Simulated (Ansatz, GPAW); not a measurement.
# Optical response of TlZnCl3 (model structure), part 2 of 3

Wanted: where TlZnCl3 (model structure) starts to absorb, how strongly, and its refractive index. The structure is a model built here, which may or may not match a known phase. It was built so: All Mn replaced by Zn in the Pm-3m structure of MnTlCl3. The cell is first relaxed with Ansatz.

GPAW 26.7.0; DFT, RPBE, plane-wave PAW (GPAW data sets), scalar-relativistic, RPA, optical limit.

So far: The structure; Relaxation.

### Step 3. Ground state

The self-consistent density comes first; it also tells whether there is a gap, which decides the occupations and the need for a Drude term.

This step: DFT, RPBE, plane-wave PAW (GPAW data sets), scalar-relativistic, ground state (GPAW 26.7.0).

File gs.py:

```python
from ase import Atoms
from ase.dft.bandgap import bandgap
from gpaw import GPAW, PW, FermiDirac

atoms = Atoms(['Tl', 'Zn', 'Cl', 'Cl', 'Cl'],
              cell=[[5.09369074, 0.00000000, 0.00000000],
                    [0.00000000, 5.09369074, 0.00000000],
                    [0.00000000, 0.00000000, 5.09369074]],
              scaled_positions=[[1.00000000, 0.00000000, 1.00000000],
                                [0.50000000, 0.50000000, 0.50000000],
                                [0.50000000, 1.00000000, 0.50000000],
                                [0.50000000, 0.50000000, 0.00000000],
                                [0.00000000, 0.50000000, 0.50000000]],
              pbc=[True, True, True])
atoms.calc = GPAW(mode=PW(500), xc='RPBE', kpts={'size': (5, 5, 5), 'gamma': True},
                  occupations=FermiDirac(0.05), maxiter=150, txt='gs.txt')
print('energy (eV)', atoms.get_potential_energy())
print('Fermi level (eV)', atoms.calc.get_fermi_level())
print('valence electrons', atoms.calc.get_number_of_electrons())
print('gap (eV)', bandgap(atoms.calc, output=None)[0])
print('direct gap (eV)', bandgap(atoms.calc, direct=True, output=None)[0])
atoms.calc.write('gs.gpw')
```

On the command line:

```
OMP_NUM_THREADS=1 python gs.py
```

Numbers of over 12 decimals in the logs are rounded to 6 here.

The program printed:

```text
__  _  _
 | _ |_)|_||  |
 |__||  | ||/\| - 26.7.0

Versions:
  Python: 3.12.14
  ASE:    3.29.0
  Numpy:  2.5.5
  Scipy:  1.18.1
  Libxc:  7.0.0

Input parameters:
  mode=PW(ecut=500.0),
  kpts=MonkhorstPack(size=(5, 5, 5), gamma=True),
  maxiter=150,
  occupations=Occupations(name='fermi-dirac', width=0.05, fixmagmom=False),
  xc=XC(name='RPBE')

Diagonalizing LCAO Hamiltonian
Converting LCAO to pw mode
    .------------.
   /|            |
  / |            |
 *  |            |
 | Cl    Zn      |
 |  |            |
 |  .---Cl-------.
 | /     Cl     /
 |/            /
 Tl-----------*

Atoms  # Å, Bohr magnetons
|   | symbol |        x |        y |        z |    initial magnetic moments |
| 0 |     Tl | 5.093691 | 0.000000 | 5.093691 | ( 0.0000,  0.0000,  0.0000) |
| 1 |     Zn | 2.546845 | 2.546845 | 2.546845 | ( 0.0000,  0.0000,  0.0000) |
| 2 |     Cl | 2.546845 | 5.093691 | 2.546845 | ( 0.0000,  0.0000,  0.0000) |
| 3 |     Cl | 2.546845 | 2.546845 | 0.000000 | ( 0.0000,  0.0000,  0.0000) |
| 4 |     Cl | 0.000000 | 2.546845 | 2.546845 | ( 0.0000,  0.0000,  0.0000) |

Unit cell  # Å
| periodic |        x |        y |        z |  lengths |    angles |
|      yes | 5.093691 | 0.000000 | 0.000000 | 5.093691 | 90.000000 |
|      yes | 0.000000 | 5.093691 | 0.000000 | 5.093691 | 90.000000 |
|      yes | 0.000000 | 0.000000 | 5.093691 | 5.093691 | 90.000000 |

Number of symmetries: 48
Symmetry operations  # r_c * U_cc + t_c -> r_c
|    | kind |            matrix            |
|  0 |  E   |  1, 0, 0,  0, 1, 0,  0, 0, 1 |
|  1 |  σ   |  1, 0, 0,  0, 1, 0,  0, 0,-1 |
|  2 |  σ   |  1, 0, 0,  0, 0, 1,  0, 1, 0 |
|  3 |  C4  |  1, 0, 0,  0, 0, 1,  0,-1, 0 |
|  4 |  C4  |  1, 0, 0,  0, 0,-1,  0, 1, 0 |
|  5 |  σ   |  1, 0, 0,  0, 0,-1,  0,-1, 0 |
|  6 |  σ   |  1, 0, 0,  0,-1, 0,  0, 0, 1 |
|  7 |  C2  |  1, 0, 0,  0,-1, 0,  0, 0,-1 |
|  8 |  σ   |  0, 1, 0,  1, 0, 0,  0, 0, 1 |
|  9 |  C2  |  0, 1, 0,  1, 0, 0,  0, 0,-1 |
| 10 |  C3  |  0, 1, 0,  0, 0, 1,  1, 0, 0 |
| 11 |  S6  |  0, 1, 0,  0, 0, 1, -1, 0, 0 |
| 12 |  S6  |  0, 1, 0,  0, 0,-1,  1, 0, 0 |
| 13 |  C3  |  0, 1, 0,  0, 0,-1, -1, 0, 0 |
| 14 |  C4  |  0, 1, 0, -1, 0, 0,  0, 0, 1 |
| 15 |  S4  |  0, 1, 0, -1, 0, 0,  0, 0,-1 |
| 16 |  C3  |  0, 0, 1,  1, 0, 0,  0, 1, 0 |
| 17 |  S6  |  0, 0, 1,  1, 0, 0,  0,-1, 0 |
| 18 |  σ   |  0, 0, 1,  0, 1, 0,  1, 0, 0 |
| 19 |  C4  |  0, 0, 1,  0, 1, 0, -1, 0, 0 |
| 20 |  C2  |  0, 0, 1,  0,-1, 0,  1, 0, 0 |
| 21 |  S4  |  0, 0, 1,  0,-1, 0, -1, 0, 0 |
| 22 |  S6  |  0, 0, 1, -1, 0, 0,  0, 1, 0 |
| 23 |  C3  |  0, 0, 1, -1, 0, 0,  0,-1, 0 |
| 24 |  S6  |  0, 0,-1,  1, 0, 0,  0, 1, 0 |
| 25 |  C3  |  0, 0,-1,  1, 0, 0,  0,-1, 0 |
| 26 |  C4  |  0, 0,-1,  0, 1, 0,  1, 0, 0 |
| 27 |  σ   |  0, 0,-1,  0, 1, 0, -1, 0, 0 |
| 28 |  S4  |  0, 0,-1,  0,-1, 0,  1, 0, 0 |
| 29 |  C2  |  0, 0,-1,  0,-1, 0, -1, 0, 0 |
| 30 |  C3  |  0, 0,-1, -1, 0, 0,  0, 1, 0 |
| 31 |  S6  |  0, 0,-1, -1, 0, 0,  0,-1, 0 |
| 32 |  C4  |  0,-1, 0,  1, 0, 0,  0, 0, 1 |
| 33 |  S4  |  0,-1, 0,  1, 0, 0,  0, 0,-1 |
| 34 |  S6  |  0,-1, 0,  0, 0, 1,  1, 0, 0 |
| 35 |  C3  |  0,-1, 0,  0, 0, 1, -1, 0, 0 |
| 36 |  C3  |  0,-1, 0,  0, 0,-1,  1, 0, 0 |
| 37 |  S6  |  0,-1, 0,  0, 0,-1, -1, 0, 0 |
| 38 |  σ   |  0,-1, 0, -1, 0, 0,  0, 0, 1 |
| 39 |  C2  |  0,-1, 0, -1, 0, 0,  0, 0,-1 |
| 40 |  σ   | -1, 0, 0,  0, 1, 0,  0, 0, 1 |
| 41 |  C2  | -1, 0, 0,  0, 1, 0,  0, 0,-1 |
| 42 |  C2  | -1, 0, 0,  0, 0, 1,  0, 1, 0 |
| 43 |  S4  | -1, 0, 0,  0, 0, 1,  0,-1, 0 |
| 44 |  S4  | -1, 0, 0,  0, 0,-1,  0, 1, 0 |
| 45 |  C2  | -1, 0, 0,  0, 0,-1,  0,-1, 0 |
| 46 |  C2  | -1, 0, 0,  0,-1, 0,  0, 0, 1 |
| 47 |  i   | -1, 0, 0,  0,-1, 0,  0, 0,-1 |

BZ-sampling:
  Number of BZ points: 125
  Number of IBZ points: 10

  Monkhorst-Pack size: [5, 5, 5]
  Monkhorst-Pack shift: [0, 0, 0]

K-points  # in reciprocal-cell coordinates
|   |                                coordinates |     weight |
| 0 | (  0.00000000,   0.00000000,   0.00000000) | 0.00800000 |
| 1 | (  0.20000000,   0.00000000,   0.00000000) | 0.04800000 |
| 2 | (  0.20000000,   0.20000000,   0.00000000) | 0.09600000 |
| 3 | (  0.20000000,   0.20000000,   0.20000000) | 0.06400000 |
| 4 | (  0.40000000,   0.00000000,   0.00000000) | 0.04800000 |
| 5 | (  0.40000000,   0.20000000,   0.00000000) | 0.19200000 |
| 6 | (  0.40000000,   0.20000000,   0.20000000) | 0.19200000 |
| 7 | (  0.40000000,   0.40000000,   0.00000000) | 0.09600000 |
| 8 | (  0.40000000,   0.40000000,   0.20000000) | 0.19200000 |
| 9 | (  0.40000000,   0.40000000,   0.40000000) | 0.06400000 |

Plane wave coefficients: 3407
Cutoff: 500.0 eV

Spin-components: 1 (collinear spins)
Bands:           30
Projectors:      27
Spin-degeneracy: 2
Datatype:        complex128

Parallelization:
  kpt:    1
  domain: 1
  band:   1

Density:
  Valence electrons: 46.0
  Components: 1
  Grid points: [27 27 27]
  Charge: 0.0  # |e|

Potential:
  Grid points: [27 27 27]

species:
  Tl:
    name:    Thallium
    id:
    Z:       81.0
    valence: 13
    core:    68
    charge:  0.0  # [|e|]
    compensation charges:
      type: gauss
      rc: 0.38  # [Å]
      lmax: 2
    cutoffs:
      filter: 2.11  # [Å]
      core: 2.55  # [Å]
    projectors
    | kind |    occ | energy [eV] | rcut [Å] |
    |   6s |  2.000 |      -9.422 |    1.212 |
    |   6p |  1.000 |      -2.311 |    1.270 |
    |   5d | 10.000 |     -15.519 |    1.191 |
    |    s |        |      17.789 |    1.212 |
    |    p |        |      24.901 |    1.270 |
    |    d |        |      11.693 |    1.191 |

    Using partial waves for Tl as LCAO basis

  Zn:
    name:    Zinc
    id:
    Z:       30.0
    valence: 12
    core:    18
    charge:  0.0  # [|e|]
    compensation charges:
      type: gauss
      rc: 0.37  # [Å]
      lmax: 2
    cutoffs:
      filter: 2.14  # [Å]
      core: 2.28  # [Å]
    projectors
    | kind |    occ | energy [eV] | rcut [Å] |
    |   4s |  2.000 |      -5.882 |    1.286 |
    |   4p |  0.000 |      -1.115 |    1.270 |
    |   3d | 10.000 |     -10.078 |    1.180 |
    |    s |        |      21.329 |    1.286 |
    |    p |        |      26.096 |    1.270 |
    |    d |        |      17.133 |    1.180 |

    Using partial waves for Zn as LCAO basis

  Cl:
    name:    Chlorine
    id:
    Z:       17.0
    valence: 7
    core:    10
    charge:  0.0  # [|e|]
    compensation charges:
      type: gauss
      rc: 0.25  # [Å]
      lmax: 2
    cutoffs:
      filter: 1.40  # [Å]
      core: 1.49  # [Å]
    projectors
    | kind |    occ | energy [eV] | rcut [Å] |
    |   3s |  2.000 |     -20.687 |    0.794 |
    |   3p |  5.000 |      -8.572 |    0.794 |
    |    s |        |       6.524 |    0.794 |
    |    p |        |      18.639 |    0.794 |
    |    d |        |       0.000 |    0.794 |

    Using partial waves for Cl as LCAO basis

Reference energy: -636604.134034  # eV

eigensolver:
  PPCG
  Converge bands: occupied
  niter=2

density mixing:
  MSR1-Mixer
  Pratt-step length: 0.05
  Maximum mixing coefficient: 0.75
  Old densities: 10
  SVD Regularization: 0.005
  Good broyden scale: 1.0
  Trust region scale: 1.0
  Backstep threshold: 4.0
  History deletion threshold: 6.0
  Fourier metric: weight=20.0, sigma=0.015

occupation numbers:
  Fermi-Dirac:
    width: 0.0500  # eV

poisson solver:
  ecut: 4000.0  # eV

xc functional:
  name: RPBE with 2 nearest neighbor stencil

convergence criteria:
- Maximum [total energy] change in last 3 cyles: 0.0005 eV / valence electron
- Maximum integral of absolute [dens]ity change: 0.0001 electrons / valence electron
- Maximum integral of absolute [eigenst]ate change: 4e-08 eV^2 / valence electron
maximum number of iterations: 150

SCF iterations
|iter     |      energy | eigst |  dens |
|iter:   1||  -13.903510 | -0.37 |       |
|iter:   2||  -13.688094 | -1.59 | -1.22 |
|iter:   3||  -12.821471 | -0.92 | -1.25 |
|iter:   4||  -12.823892 | -2.47 | -1.89 |
|iter:   5||  -12.827162c| -3.44 | -2.40 |
|iter:   6||  -12.827359c| -4.40 | -3.06 |
|iter:   7||  -12.827441c| -4.83 | -3.39 |
|iter:   8||  -12.827450c| -5.51 | -3.85 |
|iter:   9||  -12.827451c| -5.74 | -4.57c|
|iter:  10||  -12.827451c| -6.21 | -5.09c|
|iter:  11||  -12.827451c| -6.82 | -5.58c|
|iter:  12||  -12.827451c| -7.72c| -6.32c|

Converged in 12 steps
SCF loop duration: 16.971 s (1.414 s/step)
Energy contributions relative to reference atoms: (reference = -636604.134034)

Energy contributions:
  Kinetic:          28.474428
  Coulomb:         -27.054198
  Zero:              0.046497
  External:          0.000000
  Xc:              -14.294178
  Entropy:          -0.000000
  Spinorbit:         0.000000
  ----------------------------
  Free energy:     -12.827451
  Extrapolated:    -12.827451

dipole moment: (1.990903, -1.990881, 1.990903)  # |e|*Ang

Fermi level: 2.138
Eigenvalues  # (at kpt = [0.000, 0.000, 0.000])
| band index |      eig [eV] | occ [0-2] |
|          0 |       -12.195 |     2.000 |
|        ... |               |           |
|         15 |        -1.513 |     2.000 |
|         16 |        -1.360 |     2.000 |
|         17 |         0.722 |     2.000 |
|         18 |         0.722 |     2.000 |
|         19 |         0.722 |     2.000 |
|         20 |         0.822 |     2.000 |
|         21 |         0.822 |     2.000 |
|         22 |         0.822 |     2.000 |
|         23 |         2.776 |     0.000 |
|         24 |         8.096 |     0.000 |
|         25 |         8.096 |     0.000 |
|         26 |         8.096 |     0.000 |
|         27 |         9.968 |     0.000 |
|         28 |         9.968 |     0.000 |
|         29 |        11.761 |     0.000 |

Gap: 1.475 eV
Transition (v -> c):
  (s=0, k=9, n=22, [0.40, 0.40, 0.40]) -> (s=0, k=0, n=23, [0.00, 0.00, 0.00])
Direct/indirect transitions are different
Direct gap: 1.954 eV
Transition at: (s=0, k=0, n=22, [0.00, 0.00, 0.00])

--- standard output ---
energy (eV) -12.827451
Fermi level (eV) 2.138146
valence electrons 46.0
gap (eV) 1.474517
direct gap (eV) 1.954075
```

The job ended after 19 s (1 thread of Arm Neoverse V2, shared host; peak memory 0.18 GiB).

Numbers from this step:

```
energy                 : -12.83 eV
Fermi energy           : 2.138 eV
gap on the k-mesh      : 1.475 eV
direct gap on the mesh : 1.954 eV
electrons              : 46
```

There is a gap, 1.47 eV on this mesh (points off the mesh can give less), so no carriers' term is needed.

### Step 4. Bands for the response

The response needs many more empty bands than the density does.

This step: DFT, RPBE, plane-wave PAW (GPAW data sets), scalar-relativistic, bands at fixed density (GPAW 26.7.0).

File nscf.py:

```python
from ase.dft.bandgap import bandgap
from gpaw import GPAW, FermiDirac

calc = GPAW('gs.gpw').fixed_density(kpts={'size': (6, 6, 6), 'gamma': True}, nbands=72, convergence={'bands': 66},
                                    occupations=FermiDirac(0.001), txt='nscf.txt')
print('gap (eV)', bandgap(calc, output=None)[0])
print('direct gap (eV)', bandgap(calc, direct=True, output=None)[0])
print('top band over the Fermi level (eV)', min(calc.get_eigenvalues(kpt=k)[65] for k in range(len(calc.get_ibz_k_points()))) - calc.get_fermi_level())
calc.write('full.gpw', mode='all')
```

On the command line:

```
OMP_NUM_THREADS=1 python nscf.py
```

The program printed:

```text
Diagonalizing LCAO Hamiltonian
Converting LCAO to pw mode
convergence criteria:
- Maximum integral of absolute [eigenst]ate change: 4e-08 eV^2 / valence electron
maximum number of iterations: 150

SCF iterations
|iter     |      energy | eigst |  dens |
|iter:   1||             | +3.91 |       |
|iter:   2||             | +2.87 |       |
|iter:   3||             | +1.92 |       |
|iter:   4||             | +1.60 |       |
|iter:   5||             | +1.21 |       |
|iter:   6||             | +0.97 |       |
|iter:   7||             | +0.78 |       |
|iter:   8||             | +0.59 |       |
|iter:   9||             | +0.40 |       |
|iter:  10||             | +0.21 |       |
[... 35 further cycles ...]
|iter:  46||             | -5.98 |       |
|iter:  47||             | -6.18 |       |
|iter:  48||             | -6.31 |       |
|iter:  49||             | -6.49 |       |
|iter:  50||             | -6.62 |       |
|iter:  51||             | -6.77 |       |
|iter:  52||             | -6.91 |       |
|iter:  53||             | -7.06 |       |
|iter:  54||             | -7.23 |       |
|iter:  55||             | -7.62c|       |
SCF steps: 55
  __  _  _
 | _ |_)|_||  |
 |__||  | ||/\| - 26.7.0

Versions:
  Python: 3.12.14
  ASE:    3.29.0
  Numpy:  2.5.5
  Scipy:  1.18.1
  Libxc:  7.0.0

Input parameters:
  mode=PW(ecut=500.0),
  convergence={'bands': 66},
  gpts=array([27, 27, 27]),
  kpts=MonkhorstPack(size=(6, 6, 6), gamma=True),
  maxiter=150,
  nbands=72,
  occupations=Occupations(name='fermi-dirac', width=0.001, fixmagmom=False),
  parallel={},
  xc=XC(name='RPBE')

--- standard output ---
gap (eV) 1.400111
direct gap (eV) 1.954075
top band over the Fermi level (eV) 24.092747697968
```

Elapsed: 5.4 min, on 1 thread; peak memory 0.28 GiB.

Numbers from this step:

```
gap on the k-mesh : 1.400 eV
```

[end of part 2 of 3]

[Machine, clock and banner lines and Python warnings are left out of the logs.]

[Logs are printed without paths, hosts, clocks, repeated set-up lines and the standing remarks that a program may print on its own settings, such as how far it seeks lower states.]

[Hosts, paths, dates, database ids (printed as entryN), source tags and the programs' standing remarks are cut or masked in the printed files.]
